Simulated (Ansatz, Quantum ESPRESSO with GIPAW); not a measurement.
**17O and 45Sc NMR of YScO3, calculated**

Wanted: NMR shieldings and quadrupolar couplings for each site of YScO3.

Program: Quantum ESPRESSO with GIPAW 8.0dev (patched build). Level of theory: DFT, PBEsol, plane-wave PAW (pslibrary 1.0.0 recipes), scalar-relativistic, GIPAW; a patched development version of the program. Results are calculated unless marked as measured.

**1. Set-up**

It takes space group P6_3/mmc (No. 194, hexagonal). The conventional cell has a = 3.591 Å, b = 3.591 Å, c = 12.444 Å, α = 90.00°, β = 90.00°, γ = 120.00°. Nearest to Y lie 6 O at 2.31 Å. Nearest to Sc lie 5 O at 2.07 to 2.08 Å. O has 1 Sc at 2.08 Å and 3 Y at 2.31 Å nearest. Nearest to O lie 3 Sc at 2.07 Å. Farther neighbours and most contacts between anions are not listed.

The cell is a computed entry of the Materials Project; it need not be the form that is stable at ambient conditions.

This structure had its atoms relaxed beforehand (DFT, PBEsol, plane-wave PAW, default files (PAW set soft_2), scalar-relativistic, Ansatz), starting from the database entry, since shieldings follow bond lengths closely.

**2. Self-consistent run**

The shielding is a linear response of the occupied states, which this run provides. It is converged far beyond what an energy needs, since the response uses the wavefunctions themselves. No empty states are asked for: the response is solved without them. The mesh has a spacing of 0.29 Å⁻¹ at most. The PAW files were made with ld1.x from the pslibrary 1.0.0 recipes, with GIPAW reconstruction switched on.

scf.in

```
&control
  calculation = 'scf'
  prefix = 'x'
  outdir = './tmp/'
  pseudo_dir = './'
/
&system
  ibrav = 0
  nat = 10
  ntyp = 3
  ecutwfc = 60
  ecutrho = 410
  nbnd = 40
/
&electrons
  conv_thr = 1.0d-10
  mixing_beta = 0.7
  electron_maxstep = 100
/
ATOMIC_SPECIES
  Y 88.906 Y.pbesol-spn-kjpaw_psl.1.0.0-gipaw.UPF
  Sc 44.956 Sc.pbesol-spn-kjpaw_psl.1.0.0-gipaw.UPF
  O 15.999 O.pbesol-n-kjpaw_psl.1.0.0-gipaw.UPF
CELL_PARAMETERS angstrom
  3.59058993 -0.00000000 0.00000000
  -1.79529497 3.10954210 0.00000000
  0.00000000 0.00000000 12.44423900
ATOMIC_POSITIONS crystal
  Y 0.00000000 -0.00000000 -0.00000000
  Y 0.00000000 0.00000000 0.50000000
  Sc 0.33333333 0.66666667 0.25000000
  Sc 0.66666667 0.33333333 0.75000000
  O 0.33333333 0.66666667 0.08261363
  O 0.33333333 0.66666667 0.41738637
  O -0.00000000 -0.00000000 0.25000000
  O 0.00000000 0.00000000 0.75000000
  O 0.66666667 0.33333333 0.91738637
  O 0.66666667 0.33333333 0.58261363
K_POINTS automatic
  7 7 2 0 0 0
```

On the command line:

```
> mpirun -np 4 pw.x -nk 4 -in scf.in > scf.out
```

Output:

```text
using ibrav=0 with symmetry is DISCOURAGED, use correct ibrav instead

     bravais-lattice index     =            0
     lattice parameter (alat)  =       6.7852  a.u.
     unit-cell volume          =     937.6207 (a.u.)^3
     number of atoms/cell      =           10
     number of atomic types    =            3
     number of electrons       =        80.00
     number of Kohn-Sham states=           40
     kinetic-energy cutoff     =      60.0000  Ry
     charge density cutoff     =     410.0000  Ry
     scf convergence threshold =      1.0E-10
     mixing beta               =       0.7000
     number of iterations used =            8  plain     mixing
     Exchange-correlation= SLA-PW-PSX-PSC
                           (   1   4  10   8   0   0   0)
[...]
Y                11.00    88.90600     Y ( 1.00)
     Sc               11.00    44.95600     Sc( 1.00)
     O                 6.00    15.99900     O ( 1.00)

     24 Sym. Ops., with inversion, found (12 have fractional translation)
[...]
number of k points=    16
[...]
Dense  grid:   131467 G-vectors     FFT dimensions: (  45,  45, 160)

     Smooth grid:    58795 G-vectors     FFT dimensions: (  36,  36, 120)

     Check: negative core charge=   -0.000006

     Initial potential from superposition of free atoms

     starting charge      79.9877, renormalised to      80.0000
     Starting wfcs are   70 randomized atomic wfcs

     Self-consistent Calculation

     iteration #  1     ecut=    60.00 Ry     beta= 0.70
     Davidson diagonalization with overlap
     ethr =  1.00E-02,  avg # of iterations =  1.0

     total energy              =   -1114.13840479 Ry
     estimated scf accuracy    <       3.63276842 Ry

     iteration #  2     ecut=    60.00 Ry     beta= 0.70
     Davidson diagonalization with overlap
     ethr =  4.54E-03,  avg # of iterations =  7.1

     total energy              =   -1115.55016449 Ry
     estimated scf accuracy    <       4.60208174 Ry

     iteration #  3     ecut=    60.00 Ry     beta= 0.70
     Davidson diagonalization with overlap
     ethr =  4.54E-03,  avg # of iterations =  2.0

     total energy              =   -1115.23973515 Ry
     estimated scf accuracy    <       1.05184360 Ry

[...]
c_bands: 12 eigenvalues not converged on the other pools
[...]
c_bands:  1 eigenvalues not converged
     c_bands:  4 eigenvalues not converged
     c_bands: 5 eigenvalues not converged on the other pools
[...]
c_bands:  2 eigenvalues not converged
     c_bands:  3 eigenvalues not converged
     c_bands: 9 eigenvalues not converged on the other pools
[...]
c_bands:  1 eigenvalues not converged
     c_bands: 5 eigenvalues not converged on the other pools
[...]
total energy              =   -1116.20771988 Ry
[...]
iteration # 45     ecut=    60.00 Ry     beta= 0.70
     Davidson diagonalization with overlap
     ethr =  1.68E-13,  avg # of iterations = 13.1

     total energy              =   -1116.20771988 Ry
     estimated scf accuracy    <          1.1E-10 Ry

     iteration # 46     ecut=    60.00 Ry     beta= 0.70
     Davidson diagonalization with overlap
     ethr =  1.37E-13,  avg # of iterations =  5.8

     End of self-consistent calculation
     [one-electron energies left out]

!    total energy              =   -1116.20771988 Ry
     total all-electron energy =    -17488.787552 Ry
     estimated scf accuracy    <          3.8E-11 Ry

     The total energy is the sum of the following terms:
     one-electron contribution =    -150.57594162 Ry
     hartree contribution      =     118.87643100 Ry
     xc contribution           =    -114.78763083 Ry
     ewald contribution        =    -403.30147617 Ry
     one-center paw contrib.   =    -566.41910227 Ry

     convergence has been achieved in  46 iterations
[...]
JOB DONE.
```

The job ended after 3.2 min (4 MPI ranks of Intel Xeon Platinum 8488C (Sapphire Rapids), shared host; peak memory 1.2 GiB).

It converged in 46 cycles to an estimated accuracy of 4e-11 Ry, on 16 irreducible k-points.

**3. Shieldings**

A uniform field breaks periodicity, so gipaw.x applies it as a wave of small q and takes the limit. It solves for the first-order states, builds the induced current and gets the field at each nucleus by Biot–Savart; the PAW spheres add what the smooth waves miss near the nuclei. pawproj makes the reconstruction use the PAW data sets' own projectors.

nmr.in

```
&inputgipaw
  job = 'nmr'
  prefix = 'x'
  tmp_dir = './tmp/'
  restart_mode = 'from_scratch'
  verbosity = 'low'
  q_gipaw = 0.01
  spline_ps = .true.
  conv_threshold = 1.0d-14
  use_nmr_macroscopic_shape = .false.
  pawproj(1) = .true.
  pawproj(2) = .true.
  pawproj(3) = .true.
/
```

On the command line:

```
> mpirun -np 4 gipaw.x -in nmr.in > nmr.out
```

Output:

```text
[banner, memory and clock lines left out]
[a note of our patched build left out]

     Parallelizing q-star over 1 images

     IMPORTANT: XC functional enforced from input :
     Exchange-correlation= PBESOL
                           (   1   4  10   8   0   0   0)
     Any further DFT definition will be discarded
     Please, verify this is what you really want

     Check: negative core charge=   -0.000006
[...]
projs nearly linearly dependent: l=0  n1,n2= 1, 2  s=  0.99281050
[...]
WARNING: some symmetry operations do not permute x, y and z, so the susceptibility and the shape term are
     wrong: all shieldings move alike (in wurtzite BN nosym gave 13 and 6 ppm more at 3 and 6 points an axis).
     Run pw.x with nosym, and raise the mesh until the susceptibility stays

     alpha_pv=     94.3984 eV

     spline_ps is .false., expect some extrapolation errors

     q-space interpolation up to    72.00 Rydberg

     GIPAW job: nmr
     NMR macroscopic correction: no
[...]
Computing the magnetic susceptibility     isolve=0    ethr=  0.1000E-13
     Starting from scratch
     k-point #    1 of    16      pool #  1    cpu time:       2.5
[...]
End of magnetic susceptibility calculation

     f-sum rule (1st term):
           -81.8070         -0.0000          0.0000
            -0.0000        -81.8070          0.0000
             0.0000         -0.0000        -81.7400

     f-sum rule (2nd term):
            -1.7457         -0.0000          0.0000
            -0.0000         -1.7457          0.0000
             0.0000          0.0000         -1.8126

     f-sum rule (should be   -83.5395):
           -83.5526         -0.0000          0.0000
            -0.0000        -83.5526          0.0000
             0.0000         -0.0000        -83.5526

[... susceptibilities left out ...]
     Contributions to the NMR chemical shifts: -------------------------------

     Macroscopic shape contribution in ppm:                    0.00
             0.0000          0.0000          0.0000
             0.0000          0.0000          0.0000
             0.0000          0.0000          0.0000

     Core contribution in ppm:

     Atom  1  Y   pos: (  0.000000 -0.000000  0.000000)  core sigma:        3553.05
     Atom  2  Y   pos: (  0.000000  0.000000  1.732896)  core sigma:        3553.05
     Atom  3  Sc  pos: ( -0.000000  0.577350  0.866448)  core sigma:        1336.06
     Atom  4  Sc  pos: (  0.500000  0.288675  2.599344)  core sigma:        1336.06
     Atom  5  O   pos: ( -0.000000  0.577350  0.286322)  core sigma:         270.50
     Atom  6  O   pos: ( -0.000000  0.577350  1.446574)  core sigma:         270.50
     Atom  7  O   pos: (  0.000000  0.000000  0.866448)  core sigma:         270.50
     Atom  8  O   pos: (  0.000000  0.000000  2.599344)  core sigma:         270.50
     Atom  9  O   pos: (  0.500000  0.288675  3.179471)  core sigma:         270.50
     Atom 10  O   pos: (  0.500000  0.288675  2.019218)  core sigma:         270.50

     Bare contribution in ppm:

     Atom  1  Y   pos: (  0.000000 -0.000000  0.000000)  bare sigma:          61.89
[...]
Atom  2  Y   pos: (  0.000000  0.000000  1.732896)  bare sigma:          61.89
[...]
Atom  3  Sc  pos: ( -0.000000  0.577350  0.866448)  bare sigma:         -44.11
[...]
Atom  4  Sc  pos: (  0.500000  0.288675  2.599344)  bare sigma:         -44.11
[...]
Atom  5  O   pos: ( -0.000000  0.577350  0.286322)  bare sigma:         -59.33
[...]
Atom  6  O   pos: ( -0.000000  0.577350  1.446574)  bare sigma:         -59.33
[...]
Atom  7  O   pos: (  0.000000  0.000000  0.866448)  bare sigma:         -75.41
[...]
Atom  8  O   pos: (  0.000000  0.000000  2.599344)  bare sigma:         -75.41
[...]
Atom  9  O   pos: (  0.500000  0.288675  3.179471)  bare sigma:         -59.33
[...]
Atom 10  O   pos: (  0.500000  0.288675  2.019218)  bare sigma:         -59.33
[...]
Diamagnetic contribution in ppm:

     Atom  1  Y   pos: (  0.000000 -0.000000  0.000000)  dia sigma:         -28.23
[...]
Atom  2  Y   pos: (  0.000000  0.000000  1.732896)  dia sigma:         -28.23
[...]
Atom  3  Sc  pos: ( -0.000000  0.577350  0.866448)  dia sigma:          -9.34
[...]
Atom  4  Sc  pos: (  0.500000  0.288675  2.599344)  dia sigma:          -9.34
[...]
Atom  5  O   pos: ( -0.000000  0.577350  0.286322)  dia sigma:          17.45
[...]
Atom  6  O   pos: ( -0.000000  0.577350  1.446574)  dia sigma:          17.45
[...]
Atom  7  O   pos: (  0.000000  0.000000  0.866448)  dia sigma:          17.41
[...]
Atom  8  O   pos: (  0.000000  0.000000  2.599344)  dia sigma:          17.41
[...]
Atom  9  O   pos: (  0.500000  0.288675  3.179471)  dia sigma:          17.45
[...]
Atom 10  O   pos: (  0.500000  0.288675  2.019218)  dia sigma:          17.45
[...]
Paramagnetic contribution in ppm:

     Atom  1  Y   pos: (  0.000000 -0.000000  0.000000)  para sigma:       -2051.77
[...]
Atom  2  Y   pos: (  0.000000  0.000000  1.732896)  para sigma:       -2051.77
[...]
Atom  3  Sc  pos: ( -0.000000  0.577350  0.866448)  para sigma:        -338.78
[...]
Atom  4  Sc  pos: (  0.500000  0.288675  2.599344)  para sigma:        -338.78
[...]
Atom  5  O   pos: ( -0.000000  0.577350  0.286322)  para sigma:        -198.42
[...]
Atom  6  O   pos: ( -0.000000  0.577350  1.446574)  para sigma:        -198.42
[...]
Atom  7  O   pos: (  0.000000  0.000000  0.866448)  para sigma:        -218.80
[...]
Atom  8  O   pos: (  0.000000  0.000000  2.599344)  para sigma:        -218.80
[...]
Atom  9  O   pos: (  0.500000  0.288675  3.179471)  para sigma:        -198.42
[...]
Atom 10  O   pos: (  0.500000  0.288675  2.019218)  para sigma:        -198.42
[...]
Paramagnetic US occ-occ contribution in ppm:

     Atom  1  Y   pos: (  0.000000 -0.000000  0.000000)  para_oo sigma:          -8.28
[...]
Atom  2  Y   pos: (  0.000000  0.000000  1.732896)  para_oo sigma:          -8.28
[...]
Atom  3  Sc  pos: ( -0.000000  0.577350  0.866448)  para_oo sigma:          -4.69
[...]
Atom  4  Sc  pos: (  0.500000  0.288675  2.599344)  para_oo sigma:          -4.69
[...]
Atom  5  O   pos: ( -0.000000  0.577350  0.286322)  para_oo sigma:           2.10
[...]
Atom  6  O   pos: ( -0.000000  0.577350  1.446574)  para_oo sigma:           2.10
[...]
Atom  7  O   pos: (  0.000000  0.000000  0.866448)  para_oo sigma:           4.04
[...]
Atom  8  O   pos: (  0.000000  0.000000  2.599344)  para_oo sigma:           4.04
[...]
Atom  9  O   pos: (  0.500000  0.288675  3.179471)  para_oo sigma:           2.10
[...]
Atom 10  O   pos: (  0.500000  0.288675  2.019218)  para_oo sigma:           2.10
[...]
Paramagnetic US L_R Q_R contribution in ppm:

     Atom  1  Y   pos: (  0.000000 -0.000000  0.000000)  para_lq sigma:         933.81
[...]
Atom  2  Y   pos: (  0.000000  0.000000  1.732896)  para_lq sigma:         933.81
[...]
Atom  3  Sc  pos: ( -0.000000  0.577350  0.866448)  para_lq sigma:        -381.69
[...]
Atom  4  Sc  pos: (  0.500000  0.288675  2.599344)  para_lq sigma:        -381.69
[...]
Atom  5  O   pos: ( -0.000000  0.577350  0.286322)  para_lq sigma:        -220.71
[...]
Atom  6  O   pos: ( -0.000000  0.577350  1.446574)  para_lq sigma:        -220.71
[...]
Atom  7  O   pos: (  0.000000  0.000000  0.866448)  para_lq sigma:        -239.40
[...]
Atom  8  O   pos: (  0.000000  0.000000  2.599344)  para_lq sigma:        -239.40
[...]
Atom  9  O   pos: (  0.500000  0.288675  3.179471)  para_lq sigma:        -220.71
[...]
Atom 10  O   pos: (  0.500000  0.288675  2.019218)  para_lq sigma:        -220.71
[...]
Total NMR chemical shifts in ppm: ---------------------------------------
     (adopting the Simpson convention for anisotropy and asymmetry)-----------

     Atom  1  Y   pos: (  0.000000 -0.000000  0.000000)  Total sigma:        2460.47
          2534.2511         -0.0000         -0.0000
            -0.0000       2534.2511         -0.0000
            -0.0000         -0.0000       2312.9211

     Y       1    anisotropy:   -221.33    eta:    0.0000
[...]
Atom  2  Y   pos: (  0.000000  0.000000  1.732896)  Total sigma:        2460.47
[... its tensor is left out ...]
     Atom  3  Sc  pos: ( -0.000000  0.577350  0.866448)  Total sigma:         557.45
           579.9272         -0.0000          0.0000
            -0.0000        579.9272         -0.0000
             0.0000         -0.0000        512.4878

     Sc      3    anisotropy:    -67.44    eta:    0.0000
[...]
Atom  4  Sc  pos: (  0.500000  0.288675  2.599344)  Total sigma:         557.45
[... its tensor is left out ...]
     Atom  5  O   pos: ( -0.000000  0.577350  0.286322)  Total sigma:        -188.40
          -236.6480         -0.0000         -0.0000
            -0.0000       -236.6480          0.0000
            -0.0000          0.0000        -91.9185

     O       5    anisotropy:    144.73    eta:    0.0000
[...]
Atom  6  O   pos: ( -0.000000  0.577350  1.446574)  Total sigma:        -188.40
[... its tensor is left out ...]
     Atom  7  O   pos: (  0.000000  0.000000  0.866448)  Total sigma:        -241.66
           -64.2377         -0.0000         -0.0000
            -0.0000        -64.2377         -0.0000
            -0.0000          0.0000       -596.4905

     O       7    anisotropy:   -532.25    eta:    0.0000
[...]
Atom  8  O   pos: (  0.000000  0.000000  2.599344)  Total sigma:        -241.66
[... its tensor is left out ...]
     Atom  9  O   pos: (  0.500000  0.288675  3.179471)  Total sigma:        -188.40
[... its tensor is left out ...]
     Atom 10  O   pos: (  0.500000  0.288675  2.019218)  Total sigma:        -188.40
[... its tensor is left out ...]
```

It took 17 min on 4 MPI ranks; peak memory 0.64 GiB.

The f-sum rule is met to 0.013 of 83.5 (0.02 %). Converged shieldings require that this miss be small, but a small miss does not prove them. gipaw.x warns that with these symmetry operations the susceptibility and the shape term are unreliable; the other terms are not touched.

From the symmetric part of each tensor, with principal values σ11 ≤ σ22 ≤ σ33: σ_iso is their mean, the span is σ33 − σ11 and the skew 3(σ_iso − σ22)/span. (gipaw.x prints an anisotropy in another convention.)

```
site  atom no.  atoms in cell  σ_iso (ppm)  span (ppm)   skew
   Y         1              2       2460.5       221.3  -1.00
  Sc         3              2          557          67  -1.00
O(1)         5              4       -188.4       144.7   1.00
O(2)         7              2       -241.7       532.3  -1.00
```

The macroscopic shape term is switched off. For a spherical sample the valence susceptibility of this run would add about 5 ppm to every site, a rough estimate, since the susceptibility converges slowly and lacks part of the PAW terms, above all in hexagonal and trigonal cells. Differences within the crystal don't depend on it, but shieldings of different compounds can't be compared to better than a few ppm without it.

An axis of order three or more runs through Y, Sc, O(1) and O(2), so two principal values coincide and the skew is ±1. In this run the largest span is that of O(2) (site symmetry -6m2), with principal values -596.5, -64.2 and -64.2 ppm.

(Part 1 of 2 ends here.)

[Banner, clock, file and message-heading lines were taken out of the pw.x and gipaw.x logs.]

[Logs are printed without paths, hosts, clocks, repeated set-up lines and the standing remarks that a program may print on its own settings, such as how far it seeks lower states.]

[Hosts, paths, dates, database ids (printed as entryN), source tags and the programs' standing remarks are cut or masked in the printed files.]

[Where no reference line passes its bar on scatter, no shift is given, so a measured shift of this compound may stand uncompared.]
